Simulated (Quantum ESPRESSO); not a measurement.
# NiSO4: parallel and opposed starts, part 3 of 3

A self-consistent run ends on one state, which hangs on the start. Several orders of NiSO4 are started in Quantum ESPRESSO and their energies compared.

Quantum ESPRESSO 7.5; PBEsol with U = 6 eV on Ni d (ortho-atomic projectors); plane waves with GBRV 1.5 PBEsol potentials, no spin-orbit coupling.

So far, largest spin moment in the atom's sphere (μB): step 2 (start 1: ferro ++) 1.72; step 3 (run 2 (antiferro +−)) 1.71; step 5 (the lowest state again, with its states saved) 1.71.

**6. Projections on atomic orbitals**

Level of this step: PBEsol with U = 6 eV on Ni d (ortho-atomic projectors); plane waves with GBRV 1.5 PBEsol potentials, no spin-orbit coupling, projections on orthogonalised atomic orbitals (Quantum ESPRESSO).

projwfc.x projects the saved states on orthogonalised atomic orbitals of the pseudopotential files.

Log:

```text
[banner, memory and clock lines left out]
Program PROJWFC v.7.5 starts

     [... lines left out ...]
     IMPORTANT: XC functional enforced from input :
     Exchange-correlation= PBESOL
                           (   1   4  10   8   0   0   0)
     Any further DFT definition will be discarded
     Please, verify this is what you really want

     G-vector sticks info

     Check: negative core charge=   -0.000007

     Gaussian broadening (read from input): ngauss,degauss=   0    0.010000

     Calling projwave ....

  Problem Sizes
  natomwfc =           66
  nbnd     =           67
  nkstot   =          136
  npwx     =         3715
  nkb      =          176

     Atomic states used for projection
     (read from pseudopotential files):

     state #   1: atom   1 (Ni1), wfc  1 (l=0 m= 1)
     state #   2: atom   1 (Ni1), wfc  2 (l=1 m= 1)
     state #   3: atom   1 (Ni1), wfc  2 (l=1 m= 2)
     state #   4: atom   1 (Ni1), wfc  2 (l=1 m= 3)
     state #   5: atom   1 (Ni1), wfc  3 (l=2 m= 1)
     state #   6: atom   1 (Ni1), wfc  3 (l=2 m= 2)
     state #   7: atom   1 (Ni1), wfc  3 (l=2 m= 3)
     state #   8: atom   1 (Ni1), wfc  3 (l=2 m= 4)
     state #   9: atom   1 (Ni1), wfc  3 (l=2 m= 5)
     state #  10: atom   1 (Ni1), wfc  4 (l=0 m= 1)
     state #  11: atom   1 (Ni1), wfc  5 (l=1 m= 1)
     state #  12: atom   1 (Ni1), wfc  5 (l=1 m= 2)
     state #  13: atom   1 (Ni1), wfc  5 (l=1 m= 3)
     state #  14: atom   2 (Ni2), wfc  1 (l=0 m= 1)
     state #  15: atom   2 (Ni2), wfc  2 (l=1 m= 1)
     state #  16: atom   2 (Ni2), wfc  2 (l=1 m= 2)
     state #  17: atom   2 (Ni2), wfc  2 (l=1 m= 3)
     state #  18: atom   2 (Ni2), wfc  3 (l=2 m= 1)
     state #  19: atom   2 (Ni2), wfc  3 (l=2 m= 2)
     state #  20: atom   2 (Ni2), wfc  3 (l=2 m= 3)
     state #  21: atom   2 (Ni2), wfc  3 (l=2 m= 4)
     state #  22: atom   2 (Ni2), wfc  3 (l=2 m= 5)
     state #  23: atom   2 (Ni2), wfc  4 (l=0 m= 1)
     state #  24: atom   2 (Ni2), wfc  5 (l=1 m= 1)
     state #  25: atom   2 (Ni2), wfc  5 (l=1 m= 2)
     state #  26: atom   2 (Ni2), wfc  5 (l=1 m= 3)
     state #  27: atom   3 (S  ), wfc  1 (l=0 m= 1)
     state #  28: atom   3 (S  ), wfc  2 (l=1 m= 1)
     state #  29: atom   3 (S  ), wfc  2 (l=1 m= 2)
     state #  30: atom   3 (S  ), wfc  2 (l=1 m= 3)
     state #  31: atom   4 (S  ), wfc  1 (l=0 m= 1)
     state #  32: atom   4 (S  ), wfc  2 (l=1 m= 1)
     state #  33: atom   4 (S  ), wfc  2 (l=1 m= 2)
     state #  34: atom   4 (S  ), wfc  2 (l=1 m= 3)
     state #  35: atom   5 (O  ), wfc  1 (l=0 m= 1)
     state #  36: atom   5 (O  ), wfc  2 (l=1 m= 1)
     state #  37: atom   5 (O  ), wfc  2 (l=1 m= 2)
     state #  38: atom   5 (O  ), wfc  2 (l=1 m= 3)
     state #  39: atom   6 (O  ), wfc  1 (l=0 m= 1)
     state #  40: atom   6 (O  ), wfc  2 (l=1 m= 1)
     state #  41: atom   6 (O  ), wfc  2 (l=1 m= 2)
     state #  42: atom   6 (O  ), wfc  2 (l=1 m= 3)
     state #  43: atom   7 (O  ), wfc  1 (l=0 m= 1)
     state #  44: atom   7 (O  ), wfc  2 (l=1 m= 1)
     state #  45: atom   7 (O  ), wfc  2 (l=1 m= 2)
     state #  46: atom   7 (O  ), wfc  2 (l=1 m= 3)
     state #  47: atom   8 (O  ), wfc  1 (l=0 m= 1)
     state #  48: atom   8 (O  ), wfc  2 (l=1 m= 1)
[...]
state #  55: atom  10 (O  ), wfc  1 (l=0 m= 1)
     state #  56: atom  10 (O  ), wfc  2 (l=1 m= 1)
     state #  57: atom  10 (O  ), wfc  2 (l=1 m= 2)
     state #  58: atom  10 (O  ), wfc  2 (l=1 m= 3)
     state #  59: atom  11 (O  ), wfc  1 (l=0 m= 1)
     state #  60: atom  11 (O  ), wfc  2 (l=1 m= 1)
     state #  61: atom  11 (O  ), wfc  2 (l=1 m= 2)
     state #  62: atom  11 (O  ), wfc  2 (l=1 m= 3)
     state #  63: atom  12 (O  ), wfc  1 (l=0 m= 1)
     state #  64: atom  12 (O  ), wfc  2 (l=1 m= 1)
     state #  65: atom  12 (O  ), wfc  2 (l=1 m= 2)
     state #  66: atom  12 (O  ), wfc  2 (l=1 m= 3)

 [... projections of the bands left out ...]

Lowdin Charges:

     Atom #   1: total charge =  17.6228, s =  2.4223, p =  7.0106, d =  8.1899,
[...]
polarization =   0.0000, s =  0.0000, p =  0.0000, d =  0.0000,
     Atom #   4: total charge =   3.6955, s =  1.1130, p =  2.5825, d =  0.0000,
                 spin up      =   1.8478, s =  0.5565,
                 spin up      =   1.8478, p =  1.2913, pz=  0.4159, px=  0.4431, py=  0.4322,
                 spin up      =   1.8478, d =  0.0000, dz2=  0.0000, dxz=  0.0000, dyz=  0.0000, dx2-y2=  0.0000, dxy=  0.0000,
                 spin down    =   1.8478, s =  0.5565,
                 spin down    =   1.8478, p =  1.2913, pz=  0.4159, px=  0.4431, py=  0.4322,
                 spin down    =   1.8478, d =  0.0000, dz2=  0.0000, dxz=  0.0000, dyz=  0.0000, dx2-y2=  0.0000, dxy=  0.0000,
                 polarization =   0.0000, s =  0.0000, p =  0.0000, d =  0.0000,
     Atom #   5: total charge =   6.5767, s =  1.7197, p =  4.8570, d =  0.0000,
                 spin up      =   3.2976, s =  0.8638,
                 spin up      =   3.2976, p =  2.4338, pz=  0.7674, px=  0.8885, py=  0.7780,
                 spin up      =   3.2976, d =  0.0000, dz2=  0.0000, dxz=  0.0000, dyz=  0.0000, dx2-y2=  0.0000, dxy=  0.0000,
                 spin down    =   3.2791, s =  0.8559,
                 spin down    =   3.2791, p =  2.4231, pz=  0.7652, px=  0.8891, py=  0.7688,
                 spin down    =   3.2791, d =  0.0000, dz2=  0.0000, dxz=  0.0000, dyz=  0.0000, dx2-y2=  0.0000, dxy=  0.0000,
                 polarization =   0.0186, s =  0.0079, p =  0.0107, d =  0.0000,
     Atom #   6: total charge =   6.5767, s =  1.7197, p =  4.8570, d =  0.0000,
                 spin up      =   3.2791, s =  0.8559,
                 spin up      =   3.2791, p =  2.4231, pz=  0.7652, px=  0.8891, py=  0.7688,
                 spin up      =   3.2791, d =  0.0000, dz2=  0.0000, dxz=  0.0000, dyz=  0.0000, dx2-y2=  0.0000, dxy=  0.0000,
                 spin down    =   3.2976, s =  0.8638,
                 spin down    =   3.2976, p =  2.4338, pz=  0.7674, px=  0.8885, py=  0.7780,
                 spin down    =   3.2976, d =  0.0000, dz2=  0.0000, dxz=  0.0000, dyz=  0.0000, dx2-y2=  0.0000, dxy=  0.0000,
                 polarization =  -0.0186, s = -0.0079, p = -0.0107, d =  0.0000,
     Atom #   7: total charge =   6.5767, s =  1.7197, p =  4.8570, d =  0.0000,
                 spin up      =   3.2976, s =  0.8638,
                 spin up      =   3.2976, p =  2.4338, pz=  0.7674, px=  0.8885, py=  0.7780,
                 spin up      =   3.2976, d =  0.0000, dz2=  0.0000, dxz=  0.0000, dyz=  0.0000, dx2-y2=  0.0000, dxy=  0.0000,
                 spin down    =   3.2791, s =  0.8559,
                 spin down    =   3.2791, p =  2.4231, pz=  0.7652, px=  0.8891, py=  0.7688,
                 spin down    =   3.2791, d =  0.0000, dz2=  0.0000, dxz=  0.0000, dyz=  0.0000, dx2-y2=  0.0000, dxy=  0.0000,
                 polarization =   0.0186, s =  0.0079, p =  0.0107, d =  0.0000,
     Atom #   8: total charge =   6.5767, s =  1.7197, p =  4.8570, d =  0.0000,
                 spin up      =   3.2791, s =  0.8559,
                 spin up      =   3.2791, p =  2.4231, pz=  0.7652, px=  0.8891, py=  0.7688,
                 spin up      =   3.2791, d =  0.0000, dz2=  0.0000, dxz=  0.0000, dyz=  0.0000, dx2-y2=  0.0000, dxy=  0.0000,
                 spin down    =   3.2976, s =  0.8638,
                 spin down    =   3.2976, p =  2.4338, pz=  0.7674, px=  0.8885, py=  0.7780,
                 spin down    =   3.2976, d =  0.0000, dz2=  0.0000, dxz=  0.0000, dyz=  0.0000, dx2-y2=  0.0000, dxy=  0.0000,
                 polarization =  -0.0186, s = -0.0079, p = -0.0107, d =  0.0000,
     Atom #   9: total charge =   6.5150, s =  1.6970, p =  4.8180, d =  0.0000,
                 spin up      =   3.2575, s =  0.8485,
                 spin up      =   3.2575, p =  2.4090, pz=  0.8340, px=  0.7308, py=  0.8442,
                 spin up      =   3.2575, d =  0.0000, dz2=  0.0000, dxz=  0.0000, dyz=  0.0000, dx2-y2=  0.0000, dxy=  0.0000,
                 spin down    =   3.2575, s =  0.8485,
                 spin down    =   3.2575, p =  2.4090, pz=  0.8340, px=  0.7308, py=  0.8442,
                 spin down    =   3.2575, d =  0.0000, dz2=  0.0000, dxz=  0.0000, dyz=  0.0000, dx2-y2=  0.0000, dxy=  0.0000,
                 polarization =   0.0000, s =  0.0000, p = -0.0000, d =  0.0000,
     Atom #  10: total charge =   6.5150, s =  1.6970, p =  4.8180, d =  0.0000,
                 spin up      =   3.2575, s =  0.8485,
                 spin up      =   3.2575, p =  2.4090, pz=  0.8340, px=  0.7308, py=  0.8442,
                 spin up      =   3.2575, d =  0.0000, dz2=  0.0000, dxz=  0.0000, dyz=  0.0000, dx2-y2=  0.0000, dxy=  0.0000,
                 spin down    =   3.2575, s =  0.8485,
                 spin down    =   3.2575, p =  2.4090, pz=  0.8340, px=  0.7308, py=  0.8442,
                 spin down    =   3.2575, d =  0.00
```

Run time: 5.7 s. Hardware: 4 MPI ranks of Arm Neoverse V2, shared host; peak memory 0.42 GiB; 25 s of CPU time.

```tsv
atom	moment in the sphere (μB)	Löwdin moment (μB)	Löwdin charge (e)
Ni1	1.708	1.758	17.623
Ni2	-1.708	-1.758	17.623
S3	0.000	0.000	3.696
S4	0.000	0.000	3.696
O5	0.012	0.019	6.577
O6	-0.012	-0.019	6.577
O7	0.012	0.019	6.577
O8	-0.012	-0.019	6.577
O9	0.000	0.000	6.515
O10	0.000	0.000	6.515
O11	0.000	0.000	6.515
O12	0.000	0.000	6.515
```

**7. Occupations of the corrected shells in the lowest state**

Occupations of the Hubbard shells:

```tsv
block	type	shell	spin	electrons	occupation numbers
1	Ni1	3d	up	4.971	0.989 0.994 0.995 0.996 0.997
1	Ni1	3d	down	3.219	0.118 0.128 0.988 0.993 0.993
2	Ni2	3d	up	3.219	0.118 0.128 0.988 0.993 0.993
2	Ni2	3d	down	4.971	0.989 0.994 0.995 0.996 0.997
```

**8. Summary of results**

* lowest state found: antiferromagnetic (from antiferro +-)
* largest site moment: 1.71 μB
* next state with moments: ferromagnetic, 15.7 meV a seeded atom higher

In words: The largest moment reads 1.71 μB in the sphere and 1.76 μB by Löwdin projection; a site moment hangs on how space is shared out. This is the lowest of 2 collinear or spinless starts, no proof of the ground state.

[Logs and program files are shortened in this print: banners, set-up blocks, solver, clock and traceback lines can be left out without a mark of their own.]

[Logs are printed without paths, hosts, clocks, repeated set-up lines and the standing remarks that a program may print on its own settings, such as how far it seeks lower states.]

[Hosts, paths, dates, database ids (printed as entryN), source tags and the programs' standing remarks are cut or masked in the printed files.]

[Where a cell is said to come from a database of computed structures, the database is the Materials Project.]
